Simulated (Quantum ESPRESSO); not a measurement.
# Collinear magnetic orders of Ba2Fe2Se2OF2 with Quantum ESPRESSO, part 2 of 2

A self-consistent run ends on one state, which hangs on the start. Several orders of Ba2Fe2Se2OF2 are started in Quantum ESPRESSO and their energies compared.

Quantum ESPRESSO 7.5; LDA with U = 4.5 eV on Fe d (ortho-atomic projectors); plane waves with GBRV 1.5 LDA potentials, no spin-orbit coupling.

So far, absolute magnetization (μB): step 2 (start 1: ferro ++) 8.03.

## 3. Run 2 (antiferro +−)

pw.in reads:

```
&CONTROL
  calculation = 'scf'
  prefix = 'pwscf'
  outdir = './tmp'
  pseudo_dir = './pseudo'
  disk_io = 'nowf'
/
&SYSTEM
  ibrav = 0
  celldm(1) = 8
  nat = 9
  ntyp = 6
  ecutwfc = 40
  ecutrho = 280
  nbnd = 55
  occupations = 'smearing'
  smearing = 'fd'
  degauss = 0.00367493
  nspin = 2
  starting_magnetization(1) = 0
  starting_magnetization(2) = 0.25
  starting_magnetization(3) = -0.25
  starting_magnetization(4) = 0
  starting_magnetization(5) = 0
  starting_magnetization(6) = 0
/
&ELECTRONS
  conv_thr = 1.8d-08
  electron_maxstep = 150
  mixing_beta = 0.3
/
ATOMIC_SPECIES
Ba    137.3270 ba_lda_v1.uspp.F.UPF
Fe1    55.8450 fe_lda_v1.5.uspp.F.UPF
Fe2    55.8450 fe_lda_v1.5.uspp.F.UPF
Se     78.9710 se_lda_v1.uspp.F.UPF
O      15.9990 o_lda_v1.2.uspp.F.UPF
F      18.9984 f_lda_v1.4.uspp.F.UPF
CELL_PARAMETERS alat
  -0.4954153251472    0.4954153251472    2.3057020878090
   0.4954153251472   -0.4954153251472    2.3057020878090
   0.4954153251472    0.4954153251472   -2.3057020878090
ATOMIC_POSITIONS crystal
Ba      0.6694250000    0.6694250000    0.0000000000
Ba      0.3305750000    0.3305750000    0.0000000000
Fe1     0.0000000000    0.5000000000    0.5000000000
Fe2     0.5000000000    0.0000000000    0.5000000000
Se      0.0898200000    0.0898200000    0.0000000000
Se      0.9101800000    0.9101800000    0.0000000000
O       0.5000000000    0.5000000000    0.0000000000
F       0.2500000000    0.7500000000    0.5000000000
F       0.7500000000    0.2500000000    0.5000000000
K_POINTS automatic
6 6 6 0 0 0
HUBBARD {ortho-atomic}
U Fe1-3d 4.5000
U Fe2-3d 4.5000
```

Launch:

```bash
$ OMP_NUM_THREADS=1 mpirun -n 4 pw.x -nk 4 -in pw.in > pw.out
```

Output:

```text
[banner, memory and clock lines left out]
Program PWSCF v.7.5 starts

     Message from routine setup:
     using ibrav=0 with symmetry is DISCOURAGED, use correct ibrav instead

     bravais-lattice index     =            0
     lattice parameter (alat)  =       8.0000  a.u.
     unit-cell volume          =    1158.9695 (a.u.)^3
     number of atoms/cell      =            9
     number of atomic types    =            6
     number of electrons       =        84.00
     number of Kohn-Sham states=           55
     kinetic-energy cutoff     =      40.0000  Ry
     charge density cutoff     =     280.0000  Ry
     scf convergence threshold =      1.8E-08
     mixing beta               =       0.3000
     number of iterations used =            8  plain     mixing
     Exchange-correlation=  SLA  PZ   NOGX NOGC
                           (   1   1   0   0   0   0   0)
     Hubbard projectors: ortho-atomic
     Hubbard parameters of DFT+U (Dudarev formulation) in eV:
     U(Fe1-3d) =  4.5000
     U(Fe2-3d) =  4.5000

     Internal variables: lda_plus_u =T, lda_plus_u_kind = 0

     Internal variables: orbital_resolved =F, hub_pot_fix =F, apply_U = F

     celldm(1)=   8.000000  celldm(2)=   0.000000  celldm(3)=   0.000000
     celldm(4)=   0.000000  celldm(5)=   0.000000  celldm(6)=   0.000000

     crystal axes: (cart. coord. in units of alat)
               a(1) = (  -0.495415   0.495415   2.305702 )
               a(2) = (   0.495415  -0.495415   2.305702 )
               a(3) = (   0.495415   0.495415  -2.305702 )

     reciprocal axes: (cart. coord. in units 2 pi/alat)
               b(1) = (  0.000000  1.009254  0.216854 )
               b(2) = (  1.009254  0.000000  0.216854 )
               b(3) = (  1.009254  1.009254  0.000000 )

     PseudoPot. # 1 for Ba read from file:
     ba_lda_v1.uspp.F.UPF
     Pseudo is Ultrasoft + core correction, Zval = 10.0

     PseudoPot. # 2 for Fe read from file:
     fe_lda_v1.5.uspp.F.UPF
     Pseudo is Ultrasoft + core correction, Zval = 16.0

     PseudoPot. # 3 for Fe read from file:
     fe_lda_v1.5.uspp.F.UPF
     Pseudo is Ultrasoft + core correction, Zval = 16.0

     PseudoPot. # 4 for Se read from file:
     se_lda_v1.uspp.F.UPF
     Pseudo is Ultrasoft + core correction, Zval =  6.0

     PseudoPot. # 5 for O  read from file:
     o_lda_v1.2.uspp.F.UPF
     Pseudo is Ultrasoft + core correction, Zval =  6.0

     PseudoPot. # 6 for F  read from file:
     f_lda_v1.4.uspp.F.UPF
     Pseudo is Ultrasoft, Zval =  7.0

     atomic species   valence    mass     pseudopotential
     Ba               10.00   137.32700     Ba( 1.00)
     Fe1              16.00    55.84500     Fe( 1.00)
     Fe2              16.00    55.84500     Fe( 1.00)
     Se                6.00    78.97100     Se( 1.00)
     O                 6.00    15.99900     O ( 1.00)
     F                 7.00    18.99840     F ( 1.00)

     Starting magnetic structure
     atomic species   magnetization
     Ba              0.000
     Fe1             0.250
     Fe2            -0.250
     Se              0.000
     O               0.000
     F               0.000

      8 Sym. Ops., with inversion, found

   Cartesian axes

     site n.     atom                  positions (alat units)
         1        Ba     tau(   1) = (   0.0000000   0.0000000   3.0869892  )
         2        Ba     tau(   2) = (  -0.0000000  -0.0000000   1.5244149  )
         3        Fe1    tau(   3) = (   0.4954153   0.0000000   0.0000000  )
         4        Fe2    tau(   4) = (   0.0000000   0.4954153   0.0000000  )
         5        Se     tau(   5) = (   0.0000000   0.0000000   0.4141963  )
         6        Se     tau(   6) = (   0.0000000   0.0000000   4.1972079  )
         7        O      tau(   7) = (   0.0000000   0.0000000   2.3057021  )
         8        F      tau(   8) = (   0.4954153   0.0000000   1.1528510  )
         9        F      tau(   9) = (   0.0000000   0.4954153   1.1528510  )

     number of k points=    46  Fermi-Dirac smearing, width (Ry)=  0.0037
                       cart. coord. in units 2pi/alat
        k(    1) = (   0.0000000   0.0000000   0.0000000), wk =   0.0046296
        k(    2) = (   0.1682090   0.1682090   0.0000000), wk =   0.0185185
        k(    3) = (   0.3364181   0.3364181   0.0000000), wk =   0.0185185
        k(    4) = (  -0.5046271  -0.5046271   0.0000000), wk =   0.0092593
        k(    5) = (   0.1682090   0.0000000   0.0361423), wk =   0.0185185
        [... 41 further k-points ...]

     Dense  grid:    91755 G-vectors     FFT dimensions: ( 108, 108, 108)

     Smooth grid:    39539 G-vectors     FFT dimensions: (  80,  80,  80)

     Check: negative core charge=   -0.000013
     Generating pointlists ...
     new r_m :   0.2554 (alat units)  2.0436 (a.u.) for type    1
     new r_m :   0.2044 (alat units)  1.6349 (a.u.) for type    2
     new r_m :   0.2044 (alat units)  1.6349 (a.u.) for type    3
     new r_m :   0.2664 (alat units)  2.1310 (a.u.) for type    4
     new r_m :   0.2044 (alat units)  1.6349 (a.u.) for type    5
     new r_m :   0.2554 (alat units)  2.0436 (a.u.) for type    6

     Initial potential from superposition of free atoms

     starting charge      81.9744, renormalised to      84.0000

     negative rho (up, down):  1.004E-01 1.004E-01

     STARTING HUBBARD OCCUPATIONS:

     =================== HUBBARD OCCUPATIONS ===================
     ------------------------ ATOM    3 ------------------------
     Tr[ns(  3)] (up, down, total) =   5.00000  0.00000  5.00000
     Atomic magnetic moment for atom   3 =   5.00000
     [... lines left out ...]
     ------------------------ ATOM    4 ------------------------
     Tr[ns(  4)] (up, down, total) =   0.00000  5.00000  5.00000
     Atomic magnetic moment for atom   4 =  -5.00000
     [... lines left out ...]
     Number of occupied Hubbard levels =   10.0000

     Atomic wfc used for Hubbard projectors are orthogonalized

     Starting wfcs are   72 randomized atomic wfcs

     Self-consistent Calculation

     iteration #  1     ecut=    40.00 Ry     beta= 0.30
     Davidson diagonalization with overlap
     ethr =  1.00E-02,  avg # of iterations =  4.6

     =================== HUBBARD OCCUPATIONS ===================
     ------------------------ ATOM    3 ------------------------
     Tr[ns(  3)] (up, down, total) =   4.96558  4.76976  9.73534
     Atomic magnetic moment for atom   3 =   0.19582
     [... lines left out ...]
     ------------------------ ATOM    4 ------------------------
     Tr[ns(  4)] (up, down, total) =   4.77014  4.96555  9.73569
     Atomic magnetic moment for atom   4 =  -0.19540
     [... lines left out ...]
     Number of occupied Hubbard levels =   19.4710

     negative rho (up, down):  9.611E-02 9.610E-02

     total energy              =    -818.75953256 Ry
     estimated scf accuracy    <      86.45840747 Ry

     total magnetization       =    -0.00 Bohr mag/cell
     absolute magnetization    =     1.13 Bohr mag/cell

     iteration #  2     ecut=    40.00 Ry     beta= 0.30
     Davidson diagonalization with overlap
     ethr =  1.00E-02,  avg # of iterations =  7.6

     negative rho (up, down):  7.138E-02 7.138E-02

     total energy              =    -829.31047810 Ry
     estimated scf accuracy    <     619.25524730 Ry

     total magnetization       =     0.01 Bohr mag/cell
     absolute magnetization    =     0.17 Bohr mag/cell

     [... further iterations left out ...]

     iteration # 22     ecut=    40.00 Ry     beta= 0.30
     Davidson diagonalization with overlap
     ethr =  1.79E-10,  avg # of iterations =  2.1

     negative rho (up, down):  9.053E-02 9.053E-02

     total energy              =    -857.69451172 Ry
     estimated scf accuracy    <       0.00000006 Ry

     total magnetization       =     0.00 Bohr mag/cell
     absolute magnetization    =     7.51 Bohr mag/cell

     iteration # 23     ecut=    40.00 Ry     beta= 0.30
     Davidson diagonalization with overlap
     ethr =  7.19E-11,  avg # of iterations =  2.8

     negative rho (up, down):  9.053E-02 9.053E-02

     Magnetic moment per site  (integrated on atomic sphere of radius R)
     atom   1 (R=0.255)  charge=  6.2458  magn= -0.0000
     atom   2 (R=0.255)  charge=  6.2458  magn= -0.0000
     atom   3 (R=0.204)  charge= 13.3940  magn=  3.3544
     atom   4 (R=0.204)  charge= 13.3940  magn= -3.3544
     atom   5 (R=0.266)  charge=  4.4120  magn=  0.0000
     atom   6 (R=0.266)  charge=  4.4120  magn=  0.0000
     atom   7 (R=0.204)  charge=  5.6526  magn=  0.0000
     atom   8 (R=0.255)  charge=  7.3503  magn=  0.0000
     atom   9 (R=0.255)  charge=  7.3503  magn=  0.0000

     End of self-consistent calculation

     =================== HUBBARD OCCUPATIONS ===================
     ------------------------ ATOM    3 ------------------------
     Tr[ns(  3)] (up, down, total) =   4.91738  1.26076  6.17813
     Atomic magnetic moment for atom   3 =   3.65662
     [... lines left out ...]
     ------------------------ ATOM    4 ------------------------
     Tr[ns(  4)] (up, down, total) =   1.26075  4.91737  6.17813
     Atomic magnetic moment for atom   4 =  -3.65662
     [... lines left out ...]
     Number of occupied Hubbard levels =   12.3563

     [... lines left out ...]
     the Fermi energy is     9.4095 ev

!    total energy              =    -857.69451180 Ry
     estimated scf accuracy    <          6.3E-09 Ry
     smearing contrib. (-TS)   =      -0.00000000 Ry
     internal energy E=F+TS    =    -857.69451180 Ry

     The total energy is F=E-TS. E is the sum of the following terms:
     one-electron contribution =    -581.95748976 Ry
     hartree contribution      =     330.34512007 Ry
     xc contribution           =    -197.65992748 Ry
     ewald contribution        =    -408.56335361 Ry
     Hubbard energy            =       0.14113898 Ry

     total magnetization       =     0.00 Bohr mag/cell
     absolute magnetization    =     7.51 Bohr mag/cell

     convergence has been achieved in  23 iterations
```

Wall time 12 min (4 MPI ranks of Intel Xeon Platinum 8488C (Sapphire Rapids), shared host); peak memory 2 GiB; 50 min of CPU time.

Spin moment in the atom's sphere by atom:

```
atom  spin moment in the atom's sphere (μB)
 Ba1                                   0.00
 Ba2                                   0.00
 Fe3                                   3.35
 Fe4                                  -3.35
 Se5                                   0.00
 Se6                                   0.00
  O7                                   0.00
  F8                                   0.00
  F9                                   0.00
```

Read from the output:

| Item | Value |
| --- | --- |
| smearing term TS | 4.15e-11 eV |
| magnetization | 0 μB |
| absolute magnetization | 7.512 μB |
| final state | antiferromagnetic |

Spin density in the ac plane of the conventional cell at fractional y = 0.000, with atoms of Ba and Fe and Se and O and F within 0.2 Å of it.

Values in e/Å³, 24 rows by 14 columns, each cell a mean:
```
 0.0  0.0  0.0  0.0  0.1  0.6  1.8  1.9  1.2  0.3  0.0  0.0  0.0  0.0
 0.0  0.0  0.0  0.0  0.0  0.0  0.0  0.0  0.0  0.0  0.0  0.0  0.0  0.0
 0.0  0.0  0.0  0.0  0.0  0.0  0.0  0.0  0.0  0.0  0.0  0.0  0.0  0.0
 0.0  0.0  0.0  0.0  0.0  0.0  0.0  0.0  0.0  0.0  0.0  0.0  0.0  0.0
 0.0  0.0  0.0  0.0  0.0  0.0  0.0  0.0  0.0  0.0  0.0  0.0  0.0  0.0
 0.0  0.0  0.0  0.0  0.0  0.0  0.0  0.0  0.0  0.0  0.0  0.0  0.0  0.0
 0.0  0.0  0.0  0.0  0.0  0.0  0.0  0.0  0.0  0.0  0.0  0.0  0.0  0.0
 0.0  0.0  0.0  0.0  0.0  0.0  0.0  0.0  0.0  0.0  0.0  0.0  0.0  0.0
 0.0  0.0  0.0  0.0  0.0  0.0  0.0  0.0  0.0  0.0  0.0  0.0  0.0  0.0
 0.0  0.0  0.0  0.0  0.0  0.0  0.0  0.0  0.0  0.0  0.0  0.0  0.0  0.0
 0.0  0.0  0.0  0.0  0.0  0.0  0.0  0.0  0.0  0.0  0.0  0.0  0.0  0.0
 0.0  0.0  0.0  0.0 -0.2 -1.1 -3.4 -3.6 -2.3 -0.5 -0.1  0.0  0.0  0.0
 0.0  0.0  0.0  0.0 -0.2 -0.7 -1.9 -1.9 -1.4 -0.4 -0.1  0.0  0.0  0.0
 0.0  0.0  0.0  0.0  0.0  0.0  0.0  0.0  0.0  0.0  0.0  0.0  0.0  0.0
 0.0  0.0  0.0  0.0  0.0  0.0  0.0  0.0  0.0  0.0  0.0  0.0  0.0  0.0
 0.0  0.0  0.0  0.0  0.0  0.0  0.0  0.0  0.0  0.0  0.0  0.0  0.0  0.0
 0.0  0.0  0.0  0.0  0.0  0.0  0.0  0.0  0.0  0.0  0.0  0.0  0.0  0.0
 0.0  0.0  0.0  0.0  0.0  0.0  0.0  0.0  0.0  0.0  0.0  0.0  0.0  0.0
 0.0  0.0  0.0  0.0  0.0  0.0  0.0  0.0  0.0  0.0  0.0  0.0  0.0  0.0
 0.0  0.0  0.0  0.0  0.0  0.0  0.0  0.0  0.0  0.0  0.0  0.0  0.0  0.0
 0.0  0.0  0.0  0.0  0.0  0.0  0.0  0.0  0.0  0.0  0.0  0.0  0.0  0.0
 0.0  0.0  0.0  0.0  0.0  0.0  0.0  0.0  0.0  0.0  0.0  0.0  0.0  0.0
 0.0  0.0  0.0  0.0  0.0  0.0  0.0  0.0  0.0  0.0  0.0  0.0  0.0  0.0
 0.0  0.0  0.0  0.0  0.1  0.7  2.7  3.4  1.6  0.3  0.1  0.0  0.0  0.0
```
Columns run along a (4.2 Å), rows up along c (19.5 Å), edges of the conventional cell, whose origin can differ from the input's. Atoms in or near the plane, at fractional coordinates: Ba at (0.00, 0.67), Ba at (0.00, 0.33), Fe at (0.50, 0.00), Fe at (0.50, 0.50), Se at (0.00, 0.09), Se at (0.00, 0.91), O at (0.00, 0.50), F at (0.50, 0.25), F at (0.50, 0.75).

Valence density in the ac plane of the conventional cell at fractional y = 0.000, with atoms of Ba and Fe and Se and O and F within 0.2 Å of it. It is the smooth field of the valence electrons, not physical close to the nuclei.

Values in e/Å³, 24 rows by 14 columns, each cell a mean:
```
 0  0  0  0  1  3  9 11  6  1  0  0  0  0
 1  1  1  0  0  0  0  0  0  0  0  1  1  1
 1  1  1  0  0  0  0  0  0  0  0  1  1  1
 0  0  0  0  0  0  0  0  0  0  0  0  0  0
 0  0  0  0  0  0  0  0  0  0  0  0  0  0
 0  0  0  0  0  2  6  8  4  1  0  0  0  0
 1  1  0  0  0  1  4  5  3  1  0  0  0  1
 0  1  1  1  0  0  0  0  0  0  0  1  1  0
 1  1  1  1  0  0  0  0  0  0  0  1  1  1
 0  0  0  0  0  0  0  0  0  0  0  0  0  0
 0  0  0  0  0  0  0  0  0  0  0  0  0  0
 5  3  1  0  1  4 13 15  9  2  0  1  2  4
 3  2  1  0  0  2  9 11  6  1  0  0  1  3
 0  0  0  0  0  0  0  0  0  0  0  0  0  0
 1  0  0  0  0  0  0  0  0  0  0  0  0  0
 0  1  1  1  0  0  0  0  0  0  0  1  1  1
 0  1  1  1  0  0  0  0  0  0  0  1  1  1
 0  0  0  0  0  2  6  8  4  1  0  0  0  0
 0  0  0  0  0  1  4  5  3  1  0  0  0  0
 0  0  0  0  0  0  0  0  0  0  0  0  0  0
 1  0  0  0  0  0  0  0  0  0  0  0  0  1
 2  1  1  1  0  0  0  0  0  0  0  1  1  1
 1  1  1  0  0  0  0  0  0  0  0  1  1  1
 0  0  0  0  1  4 13 15  9  2  0  0  0  0
```
Columns run along a (4.2 Å), rows up along c (19.5 Å), edges of the conventional cell, whose origin can differ from the input's. Atoms in or near the plane, at fractional coordinates: Ba at (0.00, 0.67), Ba at (0.00, 0.33), Fe at (0.50, 0.00), Fe at (0.50, 0.50), Se at (0.00, 0.09), Se at (0.00, 0.91), O at (0.00, 0.50), F at (0.50, 0.25), F at (0.50, 0.75).

## 4. The states side by side

An order is kept where moments of 0.15 μB or more survive with the typed signs; meshes match where a doubled cell samples the same k points as the first cell.

Orders:

```
       start        final state  typed order kept  energy over the lowest (meV a seeded atom)  largest site moment (μB)  net moment (μB a cell of the first run)  mesh matched  CPU time (s)
    ferro ++      ferromagnetic               yes                                       34.85                     3.379                                        8           yes          1781
antiferro +-  antiferromagnetic               yes                                           0                     3.354                                        0           yes          2996
```

## 5. Occupations of the corrected shells in the lowest state

Occupations of the Hubbard shells:

```
block  type  shell  spin  electrons             occupation numbers
    3   Fe1     3d    up      4.917  0.975 0.981 0.984 0.986 0.991
    3   Fe1     3d  down      1.261  0.039 0.040 0.109 0.134 0.939
    4   Fe2     3d    up      1.261  0.039 0.040 0.109 0.134 0.939
    4   Fe2     3d  down      4.917  0.975 0.981 0.984 0.986 0.991
```

## 6. What came out

```yaml
lowest_state_found: antiferromagnetic (from antiferro +-)
largest_site_moment: 3.35 μB
next_state_with_moments: ferromagnetic, 34.9 meV a seeded atom higher
```

In words: Only these 2 starts were compared; other wavevectors, canted and longer-period orders were not.

[Logs and program files are shortened in this print: banners, set-up blocks, solver, clock and traceback lines can be left out without a mark of their own.]

[Logs are printed without paths, hosts, clocks, repeated set-up lines and the standing remarks that a program may print on its own settings, such as how far it seeks lower states.]

[Hosts, paths, dates, database ids (printed as entryN), source tags and the programs' standing remarks are cut or masked in the printed files.]

[Where a cell is said to come from a database of computed structures, the database is the Materials Project.]
